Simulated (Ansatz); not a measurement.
# TiSi (model cell, started as rocksalt type): from the cell to its phonons, part 2 of 2

Aim: the vibrations of TiSi (model cell, started as rocksalt type), their spectra, and whether the structure is stable.

Ansatz 0.2.0; DFT PBEsol, scalar-relativistic, plane waves, PAW.

So far. Step 3 (Relaxing to small forces for the phonons): The forces vanish by symmetry and the pressure is -0.001 GPa, within the tolerances set. The cell now holds 15.98 Å³/atom. The relaxed cell has a = 5.037 Å (conventional setting).

The structure was built from a prototype and need not be the compound's stable phase.

**4. Linear response at the zone centre**

The zone centre comes first: it holds the modes that light can see, as far as symmetry allows. No field response is asked, since the mesh shows no gap.

Contents of input.yaml:

```yaml
crystal:
  lattice:
    - [0.0, 2.5186572446, 2.5186572446]
    - [2.5186572446, 0.0, 2.5186572446]
    - [2.5186572446, 2.5186572446, 0.0]
  atoms:
    - { symbol: Ti, position: [0.0, 0.0, 0.0] }
    - { symbol: Si, position: [0.5, 0.5, 0.5] }
kpoints:
  mp_grid: { grid: [12, 12, 12] }
hamiltonian:
  xc: pbesol
scf:
  occupations: { method: methfessel_paxton, width: 0.15 }
output:
  eigenvalues: true
phonons:
  method: dfpt
```

Started as:

```console
$ ansatz run input.yaml --threads 4 --pin off --max-ram 7168MiB --backend cpu --events-out ev --progress --plain --runs-dir out
```

Numbers of over 12 decimals in the logs are rounded to 6 here.

The program printed:

```text
[...]
Crystal: 2 atoms, lattice volume = 31.955 Å³
Basis set: ecut = 420 eV, 609 PW (Γ), exchange–correlation on 48×48×48 points (8 copies of the dense FFT grid, shifted against one another)
Bands: 12, of which v1, the nominal top of the filled ones, is band 8 counted from 1 (7 counted from 0)
Symmetry: 48 space group operations
k-points: 163 of 1728 (irreducible under 8 space group operations, time reversal used)
[...]
SCF iter   1: F=—  HF=-3096.372912 eV  |F-HF|=—  |Δ(HF+E_count)|=         —  Δρ=8.51e-3  dr2=2.24e-2  ethr=1.77e-3  ⟨swp⟩=5.0  Hψ=10489  notcnv=0
[...]
SCF iter   7: F=-3096.368395 eV  HF=-3096.368395 eV  |F-HF|=0.00e0  |Δ(HF+E_count)|=  2.18e-11  S|Δr|=    0.00e0  Δρ=4.73e-8  dr2=4.94e-13  ethr=1.00e-12  ⟨swp⟩=5.0  Hψ=7533  notcnv=0
SCF 1 converged in 7 iterations: F = -3096.368395 eV  dr2 = 4.94e-13
[...]
DFPT response loops at Γ: preconditioner auto → Kerker (q_TF=auto, 2.431 Å⁻¹) (partly filled bands, converged f_vac=0.000); β = 1.00, the filter's whole step (`scf.mixing.beta` (0.50) is not read by the response loops under this deck's `scf.mixing.preconditioner`; to damp them name `kerker` or `kerker_dos`, under which they read `scf.mixing.beta`, and type it under 1.00, their step now; both keys bind the ground state too); Broyden in place of MSR1
SCF converged after 7 iterations
[...]
Free energy (F): -3096.368395 eV
[...]
Internal energy: -3096.368525 eV  (E = F + TS)
E sigma→0 (E₀):  -3096.368428 eV
Entropy (-TS):   0.000129 eV (0.065 meV/atom)
Fermi energy:    11.458700 eV
[...]
--- Band table (eV; the first three rows and the last of 163) ---
  k-point 0: bands = [... 4 lower, 1.1220, 11.4303, 11.4303, 11.4303, 11.8328, 11.8328, 14.9194, 14.9194]
  k-point 1: bands = [... 4 lower, 1.2477, 11.1811, 11.3963, 11.3963, 11.7046, 11.7046, 14.6933, 15.2648]
  k-point 2: bands = [... 4 lower, 1.6184, 10.4532, 10.9667, 10.9667, 11.8665, 11.8665, 14.2804, 16.0532]
  k-point 162: bands = [... 4 lower, 4.6671, 8.4356, 8.4356, 9.4208, 13.4509, 13.4509, 13.6528, 13.6568]
--- Phonons (Γ-DFPT): 2 representative perturbations + reference, on 163 of 1728 k-points (Σ response iterations 6) ---
  k mesh reduced under 8 symmetry operations, with k and −k counted as one. Each operation leaves every solved perturbation unchanged. A smaller set is not used because it would not reduce the number of displacements times k-points to solve
  ASR residual: 1.218e-5 → 0.000e0 eV/Å²; symmetrization residual: 3.656e-6 eV/Å²
  ASR residual per site (eV/Å²): 1.07e-5 1.22e-5
  Γ frequencies (cm⁻¹): 0.00 0.00 0.00 410.94 410.94 410.94
  non-analytic LO–TO correction: not included (Born effective charges unavailable; polar crystals: no LO–TO splitting at Γ)
```

Wall time 4.4 s (4 threads of AMD EPYC 7R43, shared host); peak memory 0.53 GiB.

This step gave:

```yaml
sum_rule_residual_before_enforcement: 1.22e-5 eV/Å²
point_group: m-3m
highest_optical_mode_at_the_zone_centre_no_lo_to_term: 410.9 cm⁻¹
lowest_optical_zone_centre_mode: 410.9 cm⁻¹
```

Patterns of degenerate modes are one choice out of their space. The modes at Γ (shares of kinetic energy by element, %):

```tsv
mode	frequency (cm⁻¹)	symmetry	Ti %	Si %
1	0.0	acoustic	63	37
2	0.0	acoustic	63	37
3	0.0	acoustic	63	37
4	410.9	T1u	37	63
5	410.9	T1u	37	63
6	410.9	T1u	37	63
```

Displacements in mode 6 (410.9 cm⁻¹), the largest set to 1:
```
Ti1  0.00  0.00 -0.59
Si2  0.00  0.00  1.00
```

Before it was imposed, the acoustic sum rule was missed by 1.2e-5 eV/Å². Small misses are needed for a sound result but don't prove that mesh and cutoff are converged. The lowest optical mode is real, 411 cm⁻¹.

**5. The dispersion**

Stability and thermal properties need the whole zone. Linear response on a 4×4×4 q mesh gives force constants as far as a supercell of that size would.

Changes to input.yaml since step 4:

```diff
@@ -18 +18,8 @@
   method: dfpt
+  qmesh: [4, 4, 4]
+  temperatures: { t_max: 1000, t_step: 50 }
+  qpath:
+    path:
+      - [[0.0, 0.0, 0.0], [0.5, 0.0, 0.5], [0.625, 0.25, 0.625]]
+      - [[0.375, 0.375, 0.75], [0.0, 0.0, 0.0], [0.5, 0.5, 0.5], [0.5, 0.25, 0.75], [0.5, 0.0, 0.5]]
+    npoints: 10
```

The program printed:

```text
[...]
Crystal: 2 atoms, lattice volume = 31.955 Å³
Basis set: ecut = 420 eV, 609 PW (Γ), exchange–correlation on 48×48×48 points (8 copies of the dense FFT grid, shifted against one another)
Bands: 12, of which v1, the nominal top of the filled ones, is band 8 counted from 1 (7 counted from 0)
Symmetry: 48 space group operations
k-points: 72 of 1728
[...]
SCF iter   1: F=—  HF=-3096.372918 eV  |F-HF|=—  |Δ(HF+E_count)|=         —  Δρ=8.51e-3  dr2=2.24e-2  ethr=1.77e-3  ⟨swp⟩=5.0  Hψ=4613  notcnv=0
[...]
SCF iter   7: F=-3096.368395 eV  HF=-3096.368395 eV  |F-HF|=1.36e-12  |Δ(HF+E_count)|=  2.77e-11  S|Δr|=    0.00e0  Δρ=5.29e-8  dr2=5.76e-13  ethr=1.00e-12  ⟨swp⟩=5.0  Hψ=3421  notcnv=0
SCF 1 converged in 7 iterations: F = -3096.368395 eV  dr2 = 5.76e-13
[...]
SCF iter   1: F=—  HF=-3096.368395 eV  |F-HF|=—  |Δ(HF+E_count)|=         —  Δρ=6.75e-8  dr2=1.03e-12  ethr=8.59e-9  ⟨swp⟩=3.0  Hψ=7385  notcnv=0
eigensolver tolerance schedule: the retry pair's looser diagonalisation over-reported the residual by 1339427.80 of it (diagonalisation noise at an unbounded share of the residual, at the tolerance the schedule requests for it); recorded, not acted on — ethr = c·dr2/N_el stays at c = 1.0e-1
[...]
SCF iter   2: F=-3096.368395 eV  HF=-3096.368395 eV  |F-HF|=0.00e0  |Δ(HF+E_count)|=  8.72e-10  S|Δr|=    0.00e0  Δρ=4.47e-8  dr2=2.16e-13  ethr=1.00e-12  ⟨swp⟩=4.9  Hψ=3160  notcnv=0
SCF 2 converged in 2 iterations: F = -3096.368395 eV  dr2 = 2.16e-13
phonons: the bands overlap, so this run is a metal and interpolates without the dipole-dipole term. If the crystal is really an insulator or semiconductor, its LO-TO splitting is missing
NSCF: frozen V_eff on 72 k-points
[...]
DFPT response loops at q = (0, 0, 0) (fractional): preconditioner auto → Kerker (q_TF=auto, 2.431 Å⁻¹) (partly filled bands, converged f_vac=0.000); β = 1.00, the filter's whole step (`scf.mixing.beta` (0.50) is not read by the response loops under this deck's `scf.mixing.preconditioner`; to damp them name `kerker` or `kerker_dos`, under which they read `scf.mixing.beta`, and type it under 1.00, their step now; both keys bind the ground state too); Broyden in place of MSR1
[...]
SCF converged after 7 iterations
[...]
Free energy (F): -3096.368395 eV
[...]
Internal energy: -3096.368525 eV  (E = F + TS)
E sigma→0 (E₀):  -3096.368428 eV
Entropy (-TS):   0.000129 eV (0.065 meV/atom)
Fermi energy:    11.458700 eV
[...]
--- Band table (eV; the first three rows and the last of 72) ---
  k-point 0: bands = [... 4 lower, 1.1220, 11.4303, 11.4303, 11.4303, 11.8328, 11.8328, 14.9194, 14.9194]
  k-point 1: bands = [... 4 lower, 1.2477, 11.1811, 11.3963, 11.3963, 11.7046, 11.7046, 14.6933, 15.2648]
  k-point 2: bands = [... 4 lower, 1.6184, 10.4532, 10.9667, 10.9667, 11.8665, 11.8665, 14.2804, 16.0532]
  k-point 71: bands = [... 4 lower, 4.6671, 8.4356, 8.4356, 9.4208, 13.4509, 13.4509, 13.6528, 13.6568]
--- Phonons (Γ-DFPT): 2 representative perturbations + reference (Σ response iterations 6) ---
  ASR residual: 1.400e-5 → 0.000e0 eV/Å²; symmetrization residual: 2.979e-6 eV/Å²
  ASR residual per site (eV/Å²): 1.40e-5 1.34e-5
  Γ frequencies (cm⁻¹): 0.00 0.00 0.00 410.94 410.94 410.94
--- Phonons (arbitrary-q DFPT): 8 irreducible q on the 4×4×4 mesh ---
  q = [0.0000, 0.0000, 0.0000] (star 1, of the zone-centre solve; hermiticity 5.42e-7, symmetrization 5.97e-13): -0.00 -0.00 -0.00 410.94 410.94 410.94
  q = [0.0000, 0.0000, 0.2500] (star 8, 2 solved perturbations on 936 of 1728 k-point pairs; hermiticity 2.00e-7, symmetrization 4.12e-8): 138.67 138.67 174.02 379.87 379.87 393.22
[...]
q = [0.0000, 0.2500, 0.2500] (star 6, 4 solved perturbations in 1608 linear systems a pass and spin channel, the states on 510 of 1728 k-point pairs; hermiticity 5.31e-7, symmetrization 1.95e-7): 79.93 79.93 247.01 332.86 396.93 396.93
[...]
sum rule: each row above includes the acoustic sum rule's correction from the zone centre's row sums; it moved no ω² by more than (0.36 cm⁻¹)²
  mesh force constants: q→R imaginary residual 5.52e-18; ASR residual 1.400e-5 → 0.000e0 eV/Å²; symmetrization residual 7.105e-15 eV/Å²
  interpolated dispersion: 62 rows × 6 modes
  density of states and harmonic sums: on the 24×24×24 q-mesh, interpolated from the force constants of a 4×4×4 supercell (no non-analytic term)
  largest difference from the sums on the solved wave vectors: F 1.05e-2 eV, S 1.45e-5 and C_V 4.02e-6 eV/K
  zero-point energy: 0.102086 eV/cell   skipped modes (ω ≤ 0): 3   left out of the sums: 3.62e-5 of the cell's modes: C_V's classical limit lies that fraction below 3 k_B per atom; for a crystal, a wire or a layer, F and S can be off by more, and a phonons.interpolated_qmesh denser along its periods is the remedy for the sampling
```

The job ended after 1.8 min (4 threads; peak memory 1.7 GiB; 6.8 min of CPU time).

This step gave:

```yaml
sum_rule_residual_before_enforcement: 1.40e-5 eV/Å²
lowest_frequency_on_the_path: 0 cm⁻¹
highest_frequency_on_the_path_or_at_a_solved_wavevector: 410.9 cm⁻¹
mean_frequency: 274.5 cm⁻¹
debye_temperature_second_moment: 545 K
logarithmic_mean_frequency: 250.1 cm⁻¹
lowest_mode_on_the_q_mesh_acoustic_modes_at_gamma_apart: 79.93 cm⁻¹
zero_point_energy_per_atom: 51.04 meV
heat_capacity_at_300_k: 21.33 J/(mol atoms K)
vibrational_entropy_at_300_k: 22.33 J/(mol atoms K)
edges_of_the_widest_gap_between_branches_on_path_and_mesh: 294.3, 321.7 cm⁻¹
```

Frequencies (cm⁻¹) solved at each irreducible wavevector; negative means imaginary. Frequencies by wavevector, by row:

```tsv
q in reciprocal lattice units	star	mode 1	mode 2	mode 3	mode 4	mode 5	mode 6
0 0 0	1	0	0	0	410.9	410.9	410.9
0 0 0.25	8	138.7	138.7	174	379.9	379.9	393.2
0 0 -0.5	4	241	241	294.3	322.9	322.9	349.5
0 0.25 0.25	6	79.9	79.9	247	332.9	396.9	396.9
0 0.25 -0.5	24	186.9	187.3	208.6	359.7	360.6	383.2
0 0.25 -0.25	12	98.4	237.3	274.1	330.1	344.9	394.3
0 -0.5 -0.5	3	117.7	122.4	122.4	369.2	381	381
0.25 -0.5 -0.25	6	130.1	130.1	264.4	338.5	384.2	384.2
```

Interpolated from a 4×4×4 q mesh. The phonon branches at the labelled points (cm⁻¹):

```tsv
point	branch 1	branch 2	branch 3	branch 4	branch 5	branch 6
Γ	0	0	0	411	411	411
halfway	80	80	247	333	397	397
X	118	122	122	369	381	381
halfway	124	146	146	374	374	382
U	130	197	198	354	380	383
jump to K	130	197	198	354	380	383
halfway	75	190	228	357	366	398
Γ	0	0	0	411	411	411
halfway	139	139	174	380	380	393
L	241	241	294	323	323	350
halfway	189	202	265	330	368	375
W	130	130	264	338	384	384
halfway	126	128	193	368	377	383
X	118	122	122	369	381	381
```

The phonon branches as a text plot (rows in cm⁻¹):

```
    402 |*******               *************
    385 |   *   ***************  ***       ****        **********
    368 |           *****  *    **           * *    ****     ****
    351 |    **   **     ** *****             * *****       *
    334 |      * *         * ***               ** **********
    317 |       *           *                    ***
    300 |                                        *
    282 |                    **                 * **
    265 |       *           *  *               *    ********
    248 |      *            ***                  **
    231 |        *         *    *             * * ***       *
    214 |    **                *             * *    **       *
    197 |                 *     *             *      **
    180 |         **     *       *          *          *      *
    163 |   *           *        *           *          *
    146 |           *  *          **       **                  *
    128 |           ********                             ********
    111 |  *     *** **     ***   **      **                    *
     94 |       *              *    *
     77 |      *                *   *    **
     60 | *  **                  ***     *
     43 |  **                       **  *
     26 | *                          *  *
      9 |*                            **
         Γ           X  U|K            Γ         L        W     X
```

The phonon density of states has structure finer than the step of the table below, so its rows give means over 20 cm⁻¹, whole bins alone (the curve runs from 2.5 to 412 cm⁻¹). Peaks (cm⁻¹: height): 132.5: 0.0254, 262.5: 0.0263, 332.5: 0.0384, 382.5: 0.0745.

Tetrahedra on a 24×24×24 mesh, mean over bins of 5 cm-1. Interpolated from a 4×4×4 q mesh. Phonon density of states against wavenumber; means over each step:

wavenumber (cm⁻¹), phonon density of states (1/cm⁻¹/cell) and a bar:
```
       20     0.0002 
       40     0.0010 
       60     0.0026 #
       80     0.0049 ###
      100     0.0077 ####
      120     0.0158 #########
      140     0.0194 ###########
      160     0.0149 ########
      180     0.0142 ########
      200     0.0145 ########
      220     0.0158 #########
      240     0.0169 #########
      260     0.0187 ##########
      280     0.0034 ##
      300     0.0000 
      320     0.0078 ####
      340     0.0308 #################
      360     0.0326 ##################
      380     0.0549 ##############################
      400     0.0234 #############
```

The partial phonon density of states has structure finer than the step of the table below, so its rows give means over 10 cm⁻¹, whole bins alone (the curve runs from -10 to 433 cm⁻¹). Peaks (cm⁻¹: height): Si 132.2: 0.00791, 332.9: 0.0306, 383.1: 0.0464; Ti 132.2: 0.0157, 165.6: 0.0118, 185.1: 0.0119, 204.7: 0.0135, 238.1: 0.0174, 263.2: 0.0209, 385.9: 0.0219.

Phonopy on the run's constants, 19x19x19 mesh, Gaussian sigma 3.2 cm-1. Interpolated from a 4×4×4 q mesh. The partial phonon density of states by wavenumber; means over each step; values in 1/cm⁻¹/cell:

```tsv
wavenumber (cm⁻¹)	Si	Ti
0	1.5e-5	2.2e-5
10	7.7e-6	1.1e-5
20	7.9e-5	1.4e-4
30	1.6e-4	2.8e-4
40	4.1e-4	7.2e-4
50	5.7e-4	0.00101
60	8.9e-4	0.00161
70	0.00142	0.00260
80	0.00170	0.00318
90	0.00205	0.00387
100	0.00270	0.00515
110	0.00334	0.00648
120	0.00538	0.0106
130	0.00753	0.0149
140	0.00608	0.0123
150	0.00500	0.0104
160	0.00477	0.0104
170	0.00414	0.00936
180	0.00435	0.0106
190	0.00377	0.00963
200	0.00390	0.0111
210	0.00344	0.0108
220	0.00340	0.0128
230	0.00280	0.0136
240	0.00242	0.0156
250	0.00191	0.0135
260	0.00171	0.0194
270	9.9e-4	0.0113
280	2.8e-4	0.00269
290	4.9e-5	4.0e-4
300	8.5e-7	2.3e-5
310	3.1e-5	0
320	0.00504	1.8e-4
330	0.0259	0.00188
340	0.0262	0.00387
350	0.0237	0.00557
360	0.0238	0.00769
370	0.0278	0.0113
380	0.0397	0.0182
390	0.0353	0.0174
400	0.0142	0.00751
410	0.00299	0.00168
420	6.2e-5	3.4e-5
```

Second derivatives of the energy by pair, one row for each kind of neighbour of each atom listed. Each entry sums the pair over the periodic images of the supercell that the q mesh stands for, and in a polar crystal it holds the long-range dipole part too. Force constants by pair, by row:

```tsv
atom	neighbour	distance (Å)	third of the trace (eV/Å²)	along the pair's line (eV/Å²)
Ti1	itself	0	11.36	–
Ti1	Si	2.519	-1.817	-4.529
Ti1	Ti	3.562	-0.0309	-0.3806
Ti1	Si	4.362	-0.0719	-0.2786
Ti1	Ti	5.037	-0.1145	-0.3793
Ti1	Si	5.632	0.0304	0.089
Ti1	Ti	6.169	0.0195	0.0745
Ti1	Ti	7.124	-0.0026	-0.0707
Si2	itself	0	11.09	–
Si2	Ti	2.519	-1.817	-4.529
Si2	Si	3.562	0.0058	-0.1277
Si2	Ti	4.362	-0.0719	-0.2786
Si2	Si	5.037	-0.0878	-0.1774
Si2	Ti	5.632	0.0304	0.089
Si2	Si	6.169	0.0229	0.0159
Si2	Si	7.124	-0.0377	-0.072
```

Harmonic thermodynamic functions per atom, from the density of states. Interpolated from a 4×4×4 q mesh. Thermodynamic functions, by row:

```tsv
T (K)	F_vib (meV/atom)	S (J/mol-atom/K)	C_V (J/mol-atom/K)
0	51.04	0	0
50	50.91	1.029	2.701
100	49.46	4.847	9.135
200	39.5	14.31	17.92
300	20.35	22.33	21.33
400	-6.22	28.7	22.8
500	-38.73	33.87	23.53
600	-76.14	38.2	23.95
700	-117.7	41.91	24.21
800	-162.9	45.16	24.38
900	-211.2	48.04	24.49
1000	-262.3	50.62	24.58
```

Harmonic mean-square displacement, third of the trace. Interpolated from a 4×4×4 q mesh. Mean square displacements, by row:

```tsv
T (K)	Ti1 U_eq (Å²)	Si2 U_eq (Å²)
0	0.00185	0.00231
100	0.00252	0.00291
300	0.00568	0.00587
600	0.01095	0.01105
```

Symmetry leaves 8 wavevectors to solve. The lowest mode among them, the acoustic zeros apart, lies at q = (0, 0.25, 0.25) and is real, 79.9 cm⁻¹.

**6. Isotope substitution, element Si, natural mass 28.085 amu**

An isotope changes the mass and not the force constants, so no new electronic calculation is needed; the shifts show which modes move this element.

The same force constants with the mass of Si changed from 28.085 to 29.974 u (phonopy, no LO-TO term). Both lists are sorted by frequency; levels can cross, so a row need not hold one and the same mode. Modes under 3 cm⁻¹ are left out. Isotope shifts, by row:

```tsv
q	rank	natural mass (cm⁻¹)	changed mass (cm⁻¹)
0 0 0	4	410.9	402.7
0 0 0	5	410.9	402.7
0 0 0	6	410.9	402.7
0 0 0.25	1	138.7	137.2
0 0 0.25	2	138.7	137.2
0 0 0.25	3	174	172.2
0 0 0.25	4	379.9	371.7
0 0 0.25	5	379.9	371.7
0 0 0.25	6	393.2	384.7
0 0 -0.5	1	241	241
0 0 -0.5	2	241	241
0 0 -0.5	3	294.3	294.3
0 0 -0.5	4	322.9	312.6
0 0 -0.5	5	322.9	312.6
0 0 -0.5	6	349.5	338.4
0 0.25 0.25	1	79.93	79
0 0.25 0.25	2	79.93	79
0 0.25 0.25	3	247	246
0 0.25 0.25	4	332.9	323.5
0 0.25 0.25	5	396.9	388.7
0 0.25 0.25	6	396.9	388.7
```

A mode of this element alone would shift by -3.20 %. The highest zone-centre frequency without the field goes from 410.9 to 402.7 cm⁻¹ (-2.0 %). The product of the frequency ratios over all optical modes at Γ is 0.941; the product rule, (m/m′)^(3k/2) (M′/M)^(3/2) with k = 1 such atoms and M the mass of the cell, gives 0.941.

**7. Isotope substitution, element Ti, natural mass 47.867 amu**

The same for Ti, from 47.87 to 49.94 u.

The same force constants with the mass of Ti changed from 47.867 to 49.945 u (phonopy, no LO-TO term). Both lists are sorted by frequency; levels can cross, so a row need not hold one and the same mode. Modes under 3 cm⁻¹ are left out. Isotope shifts, by row:

```tsv
q	rank	natural mass (cm⁻¹)	changed mass (cm⁻¹)
0 0 0	4	410.9	407.8
0 0 0	5	410.9	407.8
0 0 0	6	410.9	407.8
0 0 0.25	1	138.7	136.7
0 0 0.25	2	138.7	136.7
0 0 0.25	3	174	171.5
0 0 0.25	4	379.9	377.3
0 0 0.25	5	379.9	377.3
0 0 0.25	6	393.2	390.6
0 0 -0.5	1	241	235.9
0 0 -0.5	2	241	235.9
0 0 -0.5	3	294.3	288.1
0 0 -0.5	4	322.9	322.9
0 0 -0.5	5	322.9	322.9
0 0 -0.5	6	349.5	349.5
0 0.25 0.25	1	79.93	78.82
0 0.25 0.25	2	79.93	78.82
0 0.25 0.25	3	247	242.4
0 0.25 0.25	4	332.9	332.1
0 0.25 0.25	5	396.9	394
0 0.25 0.25	6	396.9	394
```

A mode of this element alone would shift by -2.10 %. The highest zone-centre frequency without the field goes from 410.9 to 407.8 cm⁻¹ (-0.8 %). The product of the frequency ratios over all optical modes at Γ is 0.977; the product rule, (m/m′)^(3k/2) (M′/M)^(3/2) with k = 1 such atoms and M the mass of the cell, gives 0.977.

**8. Summary of results**

```json
{
 "space group after relaxation (within 0.01 Å)": "Fm-3m",
 "volume per atom": "16.0 Å³",
 "electronic character": "no gap on this mesh",
 "highest optical mode at the zone centre (no LO-TO term)": "411 cm⁻¹",
 "lowest optical zone-centre mode": "411 cm⁻¹",
 "lowest mode on the q mesh (acoustic modes at Γ apart)": "79.9 cm⁻¹",
 "highest frequency on the path or at a solved wavevector": "411 cm⁻¹",
 "zero-point energy per atom": "51.0 meV",
 "heat capacity at 300 K": "21.3 J/(mol atoms K)",
 "vibrational entropy at 300 K": "22.3 J/(mol atoms K)",
 "Debye temperature (second moment)": "545 K",
 "imaginary modes on the 4×4×4 q mesh": "none"
}
```

The structure is a minimum as far as tested: no mode is imaginary at the 8 irreducible wavevectors of the 4×4×4 mesh, and the softest away from the acoustic zeros lies at 80 cm⁻¹. The optical modes at Γ form one degenerate level at 411 cm⁻¹. On the path and the mesh, the widest gap between branches runs from 294 to 322 cm⁻¹. With no gap, or one that is small against the smearing, the frequencies hang on the k mesh and the smearing, most of all near Kohn anomalies. The starting cell was built on a prototype and not taken from a measurement, so the phase need not exist. These are harmonic frequencies at zero temperature: anharmonic shifts, linewidths and thermal expansion are left out.

[Logs are printed without paths, hosts, clocks, repeated set-up lines and the standing remarks that a program may print on its own settings, such as how far it seeks lower states.]

[Hosts, paths, dates, database ids (printed as entryN), source tags and the programs' standing remarks are cut or masked in the printed files.]
